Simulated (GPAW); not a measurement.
# Optical response of Si2Mo

Aim: the dielectric function of Si2Mo, and the optical constants that follow from it. The cell comes from an older database entry, whose edges can differ from later determinations, mostly by under a per cent.

Main program and level: GPAW 26.7.0; DFT, LDA, plane-wave PAW (GPAW data sets), scalar-relativistic, RPA, optical limit.

The database entry behind the starting cell is an old determination (1927), so it need not match the best structure at ambient conditions.

## Step 1: The starting structure

Symmetry: I4/mmm, No. 139, tetragonal system. The conventional cell has a = 3.200 Å, b = 3.200 Å, c = 7.861 Å, α = 90.00°, β = 90.00°, γ = 90.00°. Nearest to Mo lie 10 Si at 2.62 Å. Nearest to Si lie 5 Si at 2.61 to 2.63 Å and 5 Mo at 2.62 Å. Farther neighbours are not listed.

## Step 2: Ground state

First the ground state: is it a metal or has it a gap?

This step: DFT, LDA, plane-wave PAW (GPAW data sets), scalar-relativistic, ground state (GPAW 26.7.0).

gs.py

```python
from ase import Atoms
from ase.dft.bandgap import bandgap
from gpaw import GPAW, PW, FermiDirac

atoms = Atoms(['Mo', 'Si', 'Si'],
              cell=[[-1.600000000000, 1.600000000000, 3.930500000000],
                    [1.600000000000, -1.600000000000, 3.930500000000],
                    [1.600000000000, 1.600000000000, -3.930500000000]],
              scaled_positions=[[0.000000000000, 0.000000000000, 0.000000000000],
                                [0.667000000000, 0.667000000000, 0.000000000000],
                                [0.333000000000, 0.333000000000, 0.000000000000]],
              pbc=[True, True, True])
atoms.calc = GPAW(mode=PW(500), xc='LDA', kpts={'size': (10, 10, 10), 'gamma': True},
                  occupations=FermiDirac(0.05), maxiter=150, txt='gs.txt')
print('energy (eV)', atoms.get_potential_energy())
print('Fermi level (eV)', atoms.calc.get_fermi_level())
print('valence electrons', atoms.calc.get_number_of_electrons())
print('gap (eV)', bandgap(atoms.calc, output=None)[0])
print('direct gap (eV)', bandgap(atoms.calc, direct=True, output=None)[0])
atoms.calc.write('gs.gpw')
```

Run with:

```bash
$ OMP_NUM_THREADS=1 python gs.py
```

Numbers of over 12 decimals in the logs are rounded to 6 here.

The log of the run:

```text
__  _  _
 | _ |_)|_||  |
 |__||  | ||/\| - 26.7.0

Versions:
  Python: 3.12.14
  ASE:    3.29.0
  Numpy:  2.5.5
  Scipy:  1.18.1
  Libxc:  7.0.0

Input parameters:
  mode=PW(ecut=500.0),
  kpts=MonkhorstPack(size=(10, 10, 10), gamma=True),
  maxiter=150,
  occupations=Occupations(name='fermi-dirac', width=0.05, fixmagmom=False),
  xc=XC(name='LDA')

Diagonalizing LCAO Hamiltonian
Converting LCAO to pw mode

       Si

       Si

       Mo

Atoms  # Å, Bohr magnetons
|   | symbol |         x |         y |        z |    initial magnetic moments |
| 0 |     Mo |  0.000000 |  0.000000 | 0.000000 | ( 0.0000,  0.0000,  0.0000) |
| 1 |     Si | -0.000000 |  0.000000 | 5.243287 | ( 0.0000,  0.0000,  0.0000) |
| 2 |     Si |  0.000000 | -0.000000 | 2.617713 | ( 0.0000,  0.0000,  0.0000) |

Unit cell  # Å
| periodic |         x |         y |         z |  lengths |     angles |
|      yes | -1.600000 |  1.600000 |  3.930500 | 4.535287 | 138.683989 |
|      yes |  1.600000 | -1.600000 |  3.930500 | 4.535287 | 138.683989 |
|      yes |  1.600000 |  1.600000 | -3.930500 | 4.535287 |  59.857036 |

Number of symmetries: 16
Symmetry operations  # r_c * U_cc + t_c -> r_c
|    | kind |            matrix            |
|  0 |  σ   |  1, 1, 1,  0, 0,-1,  0,-1, 0 |
|  1 |  C4  |  1, 1, 1,  0, 0,-1, -1, 0, 0 |
|  2 |  E   |  1, 0, 0,  0, 1, 0,  0, 0, 1 |
|  3 |  σ   |  1, 0, 0,  0, 1, 0, -1,-1,-1 |
|  4 |  σ   |  0, 1, 0,  1, 0, 0,  0, 0, 1 |
|  5 |  C2  |  0, 1, 0,  1, 0, 0, -1,-1,-1 |
|  6 |  C2  |  0, 0, 1, -1,-1,-1,  1, 0, 0 |
|  7 |  S4  |  0, 0, 1, -1,-1,-1,  0, 1, 0 |
|  8 |  C4  |  0, 0,-1,  1, 1, 1,  0,-1, 0 |
|  9 |  σ   |  0, 0,-1,  1, 1, 1, -1, 0, 0 |
| 10 |  σ   |  0,-1, 0, -1, 0, 0,  1, 1, 1 |
| 11 |  C2  |  0,-1, 0, -1, 0, 0,  0, 0,-1 |
| 12 |  C2  | -1, 0, 0,  0,-1, 0,  1, 1, 1 |
| 13 |  i   | -1, 0, 0,  0,-1, 0,  0, 0,-1 |
| 14 |  S4  | -1,-1,-1,  0, 0, 1,  1, 0, 0 |
| 15 |  C2  | -1,-1,-1,  0, 0, 1,  0, 1, 0 |

BZ-sampling:
  Number of BZ points: 1000
  Number of IBZ points: 102

  Monkhorst-Pack size: [10, 10, 10]
  Monkhorst-Pack shift: [0.05, 0.05, 0.05]

K-points  # in reciprocal-cell coordinates
|     |                                coordinates |     weight |
|   0 | (  0.00000000,   0.00000000,   0.00000000) | 0.00100000 |
|   1 | (  0.10000000,  -0.10000000,   0.00000000) | 0.00400000 |
|   2 | (  0.10000000,  -0.10000000,   0.10000000) | 0.00400000 |
|   3 | (  0.10000000,   0.00000000,   0.00000000) | 0.00800000 |
|   4 | (  0.10000000,   0.10000000,  -0.10000000) | 0.00200000 |
|   5 | (  0.20000000,  -0.20000000,   0.00000000) | 0.00400000 |
|   6 | (  0.20000000,  -0.20000000,   0.10000000) | 0.00800000 |
|   7 | (  0.20000000,  -0.20000000,   0.20000000) | 0.00400000 |
|   8 | (  0.20000000,  -0.10000000,   0.00000000) | 0.01600000 |
|   9 | (  0.20000000,  -0.10000000,   0.10000000) | 0.00800000 |
| ... |                                            |            |
| 101 | (  0.50000000,   0.50000000,   0.50000000) | 0.00100000 |

Plane wave coefficients: 1040
Cutoff: 500.0 eV

Spin-components: 1 (collinear spins)
Bands:           18
Projectors:      16
Spin-degeneracy: 2
Datatype:        complex128

Parallelization:
  kpt:    1
  domain: 1
  band:   1

Density:
  Valence electrons: 22.0
  Components: 1
  Grid points: [24 24 24]
  Charge: 0.0  # |e|

Potential:
  Grid points: [24 24 24]

species:
  Mo:
    name:    Molybdenum
    id:
    Z:       42.0
    valence: 14
    core:    28
    charge:  0.0  # [|e|]
    compensation charges:
      type: gauss
      rc: 0.38  # [Å]
      lmax: 2
    cutoffs:
      filter: 2.16  # [Å]
      core: 1.42  # [Å]
    projectors
    | kind |    occ | energy [eV] | rcut [Å] |
    |   4s |  2.000 |     -64.384 |    1.238 |
    |   5s |  1.000 |      -4.319 |    1.238 |
    |   4p |  6.000 |     -38.595 |    1.296 |
    |   5p |  0.000 |      -1.161 |    1.296 |
    |   4d |  5.000 |      -3.933 |    1.296 |
    |    d |        |      23.278 |    1.296 |

    Using partial waves for Mo as LCAO basis

  Si:
    name:    Silicon
    id:
    Z:       14.0
    valence: 4
    core:    10
    charge:  0.0  # [|e|]
    compensation charges:
      type: gauss
      rc: 0.33  # [Å]
      lmax: 2
    cutoffs:
      filter: 1.86  # [Å]
      core: 2.06  # [Å]
    projectors
    | kind |    occ | energy [eV] | rcut [Å] |
    |   3s |  2.000 |     -10.878 |    1.058 |
    |   3p |  2.000 |      -4.162 |    1.058 |
    |    s |        |      16.334 |    1.058 |
    |    p |        |      23.049 |    1.058 |
    |    d |        |       0.000 |    1.058 |

    Using partial waves for Si as LCAO basis

Reference energy: -125737.239404  # eV

eigensolver:
  PPCG
  Converge bands: occupied
  niter=2

density mixing:
  MSR1-Mixer
  Pratt-step length: 0.05
  Maximum mixing coefficient: 0.75
  Old densities: 10
  SVD Regularization: 0.005
  Good broyden scale: 1.0
  Trust region scale: 1.0
  Backstep threshold: 4.0
  History deletion threshold: 6.0
  Fourier metric: weight=20.0, sigma=0.015

occupation numbers:
  Fermi-Dirac:
    width: 0.0500  # eV

poisson solver:
  ecut: 4000.0  # eV

xc functional:
  name: None

convergence criteria:
- Maximum [total energy] change in last 3 cyles: 0.0005 eV / valence electron
- Maximum integral of absolute [dens]ity change: 0.0001 electrons / valence electron
- Maximum integral of absolute [eigenst]ate change: 4e-08 eV^2 / valence electron
maximum number of iterations: 150

SCF iterations
|iter     |      energy | eigst |  dens |
|iter:   1||  -27.232584 | +0.51 |       |
|iter:   2||  -26.883683 | -1.51 | -0.99 |
|iter:   3||  -26.140439 | -1.02 | -1.05 |
|iter:   4||  -26.119196 | -2.57 | -1.52 |
|iter:   5||  -26.113675 | -2.84 | -1.77 |
|iter:   6||  -26.113464c| -4.00 | -2.36 |
|iter:   7||  -26.113505c| -5.60 | -3.04 |
|iter:   8||  -26.113504c| -7.06 | -4.00c|
|iter:   9||  -26.113504c| -8.53c| -4.56c|

Converged in 9 steps
SCF loop duration: 48.654 s (5.406 s/step)
Energy contributions relative to reference atoms: (reference = -125737.239404)

Energy contributions:
  Kinetic:           0.756749
  Coulomb:          -1.333431
  Zero:             -0.250100
  External:          0.000000
  Xc:              -25.284987
  Entropy:          -0.003468
  Spinorbit:         0.000000
  ----------------------------
  Free energy:     -26.115238
  Extrapolated:    -26.113504

dipole moment: (-12.931765, -12.931765, 2.418082)  # |e|*Ang

Fermi level: 11.850
Eigenvalues  # (at kpt = [0.000, 0.000, 0.000])
| band index |      eig [eV] | occ [0-2] |
|          0 |       -48.750 |     2.000 |
|        ... |               |           |
|          2 |       -22.901 |     2.000 |
|          3 |       -22.901 |     2.000 |
|          4 |        -1.530 |     2.000 |
|          5 |         5.593 |     2.000 |
|          6 |         8.396 |     2.000 |
|          7 |         8.863 |     2.000 |
|          8 |         9.247 |     2.000 |
|          9 |         9.247 |     2.000 |
|         10 |        12.302 |     0.000 |
|         11 |        14.905 |     0.000 |
|         12 |        15.503 |     0.000 |
|         13 |        15.503 |     0.000 |
|         14 |        15.896 |     0.000 |
|         15 |        16.869 |     0.000 |
|         16 |        16.869 |     0.000 |
|         17 |        22.313 |     0.000 |

No gap
No difference between direct/indirect transitions

--- standard output ---
energy (eV) -26.113504
Fermi level (eV) 11.850479
valence electrons 22.0
gap (eV) 0.0
direct gap (eV) 0.0
```

It took 53 s on 1 thread of Arm Neoverse V1, shared host; peak memory 0.19 GiB.

This step gave:

```
energy       : -26.11 eV
Fermi energy : 11.85 eV
electrons    : 22
```

There are states at the Fermi level within the smearing, so the occupations stay smeared and the carriers get a Drude term.

## Step 3: Bands for the response

At the fixed density, many empty bands are solved on the mesh of the response, since the spectrum sums over them.

This step: DFT, LDA, plane-wave PAW (GPAW data sets), scalar-relativistic, bands at fixed density (GPAW 26.7.0).

nscf.py

```python
from ase.dft.bandgap import bandgap
from gpaw import GPAW, FermiDirac

calc = GPAW('gs.gpw').fixed_density(kpts={'size': (13, 13, 13), 'gamma': True}, nbands=38, convergence={'bands': 32},
                                    occupations=FermiDirac(0.05), txt='nscf.txt')
print('gap (eV)', bandgap(calc, output=None)[0])
print('direct gap (eV)', bandgap(calc, direct=True, output=None)[0])
print('top band over the Fermi level (eV)', min(calc.get_eigenvalues(kpt=k)[31] for k in range(len(calc.get_ibz_k_points()))) - calc.get_fermi_level())
calc.write('full.gpw', mode='all')
```

Run with:

```bash
$ OMP_NUM_THREADS=1 python nscf.py
```

The log of the run:

```text
Diagonalizing LCAO Hamiltonian
Converting LCAO to pw mode
convergence criteria:
- Maximum integral of absolute [eigenst]ate change: 4e-08 eV^2 / valence electron
maximum number of iterations: 150

SCF iterations
|iter     |      energy | eigst |  dens |
|iter:   1||             | +3.04 |       |
|iter:   2||             | +1.20 |       |
|iter:   3||             | +0.10 |       |
|iter:   4||             | -0.74 |       |
|iter:   5||             | -1.67 |       |
|iter:   6||             | -2.61 |       |
|iter:   7||             | -3.39 |       |
|iter:   8||             | -4.30 |       |
|iter:   9||             | -4.98 |       |
|iter:  10||             | -5.79 |       |
|iter:  11||             | -6.50 |       |
|iter:  12||             | -7.16 |       |
|iter:  13||             | -7.68c|       |
SCF steps: 13
  __  _  _
 | _ |_)|_||  |
 |__||  | ||/\| - 26.7.0

Versions:
  Python: 3.12.14
  ASE:    3.29.0
  Numpy:  2.5.5
  Scipy:  1.18.1
  Libxc:  7.0.0

Input parameters:
  mode=PW(ecut=500.0),
  convergence={'bands': 32},
  gpts=array([24, 24, 24]),
  kpts=MonkhorstPack(size=(13, 13, 13), gamma=True),
  maxiter=150,
  nbands=38,
  occupations=Occupations(name='fermi-dirac', width=0.05, fixmagmom=False),
  parallel={},
  xc=XC(name='LDA')

--- standard output ---
gap (eV) 0.0
direct gap (eV) 0.0
top band over the Fermi level (eV) 23.146856
```

It took 3.9 min on 1 thread; peak memory 0.33 GiB.

## Step 4: Dielectric function, RPA

Transitions between filled and empty bands, summed over the zone, give the optical response, so mesh, band count and broadening shape it.

The induced potential is part of this response.

This step: DFT, LDA, plane-wave PAW (GPAW data sets), scalar-relativistic, RPA, optical limit (GPAW 26.7.0).

df.py

```python
from gpaw.response.df import DielectricFunction

df = DielectricFunction('full.gpw', frequencies={'type': 'nonlinear', 'domega0': 0.03, 'omega2': 8},
                        ecut=50,
                        eta=0.15,
                        nbands=32,
                        rate=0.05,
                        txt='df.txt')
for direction in ['x', 'z']:
    df.get_dielectric_function(xc='RPA', direction=direction, filename=f'df_{direction}.csv')
```

Run with:

```bash
$ OMP_NUM_THREADS=1 python df.py
```

The log of the run:

```text
Using integrator: PointIntegrator
NonLinearFrequencyDescriptor(from 0.000 to 88.070 eV, 529 points)
Nonperiodic BCs:  [False False False]
Using integrator: PointIntegrator
NonLinearFrequencyDescriptor(from 0.000 to 88.070 eV, 529 points)
Nonperiodic BCs:  [False False False]
Using integrator: PointIntegrator

Calculating chi0 body with:
    Ground state adapter containing:
    Number of spins: 1
    Number of kpoints: 2197
    Number of irreducible kpoints: 196
    Number of completely occupied states: 10
    Number of partially occupied states: 13

    Linear response parametrization:
    q_c: [0.0, 0.0, 0.0]
    Number of frequency points: 529
    Planewave cutoff: 50.0
    Number of bands: 32
    Number of planewaves: 33
    Broadening (eta): 0.15

Integrating chi0 body.

Symmetries of q_c:
    Direct symmetries (Uq -> q): 16
    Indirect symmetries (TUq -> q): 0
In total 16 allowed symmetries.

196 groups of equivalent kpoints. 91.078744% reduction.

Integral kind: spectral function

Calculating chi0 optical extensions with:
    Ground state adapter containing:
    Number of spins: 1
    Number of kpoints: 2197
    Number of irreducible kpoints: 196
    Number of completely occupied states: 10
    Number of partially occupied states: 13

    Linear response parametrization:
    Number of frequency points: 529
    Planewave cutoff: 50.0
    Number of bands: 32
    Number of planewaves: 33
    Broadening (eta): 0.15
Integrating chi0 head and wings.

Symmetries of q_c:
    Direct symmetries (Uq -> q): 16
    Indirect symmetries (TUq -> q): 0
In total 16 allowed symmetries.

196 groups of equivalent kpoints. 91.078744% reduction.

Integral kind: spectral function wings

Calculating drude chi0 with:
    Number of frequency points:529
    Plasma frequency decay rate: 0.05 eV

    Ground state adapter containing:
    Number of spins: 1
    Number of kpoints: 2197
    Number of irreducible kpoints: 196
    Number of completely occupied states: 10
    Number of partially occupied states: 13

Symmetries of q_c:
    Direct symmetries (Uq -> q): 16
    Indirect symmetries (TUq -> q): 0
In total 16 allowed symmetries.

196 groups of equivalent kpoints. 91.078744% reduction.

Integral kind: intraband
Plasma frequency:
[[1.7 -0.j 0.  +0.j 0.  +0.j]
 [0.  +0.j 1.7 -0.j 0.  +0.j]
 [0.  +0.j 0.  -0.j 2.36+0.j]]
```

Run time: 46 s. Hardware: 1 thread; peak memory 0.26 GiB.

Sum at mesh points, not converged in k. Im ε against photon energy; read off at these points:

| photon energy (eV) | E ∥ x | E ∥ z |
| --- | --- | --- |
| 0.50 | 4.43 | 5.09 |
| 1.00 | 3.16 | 3.79 |
| 1.50 | 4.77 | 8.43 |
| 2.00 | 6.76 | 17.6 |
| 2.50 | 11.8 | 37.3 |
| 2.59 | 12.4 | 38.5 |
| 3.00 | 14.4 | 29.9 |
| 3.50 | 21.6 | 23.5 |
| 3.89 | 29.3 | 20.8 |
| 4.00 | 27.9 | 18.6 |
| 4.50 | 21.1 | 15.2 |
| 5.00 | 20.6 | 14.0 |
| 5.22 | 23.8 | 17.0 |
| 5.50 | 22.6 | 17.7 |
| 6.00 | 21.5 | 20.3 |
| 6.50 | 14.6 | 17.6 |
| 7.00 | 11.3 | 13.7 |
| 7.50 | 7.34 | 9.63 |
| 8.00 | 6.08 | 5.97 |
| 8.50 | 4.43 | 4.22 |
| 9.00 | 4.09 | 3.41 |
| 9.50 | 3.00 | 2.64 |
| 10.00 | 2.20 | 1.97 |
| 10.50 | 1.71 | 1.50 |
| 11.00 | 1.63 | 1.15 |
| 11.50 | 1.41 | 0.907 |
| 12.00 | 1.23 | 0.839 |
| 12.50 | 0.929 | 0.652 |
| 13.00 | 0.906 | 0.620 |
| 13.50 | 0.739 | 0.572 |

(Continued in part 2 of 2.)

[Machine, clock and banner lines and Python warnings are left out of the logs.]

[Logs are printed without paths, hosts, clocks, repeated set-up lines and the standing remarks that a program may print on its own settings, such as how far it seeks lower states.]

[Hosts, paths, dates, database ids (printed as entryN), source tags and the programs' standing remarks are cut or masked in the printed files.]
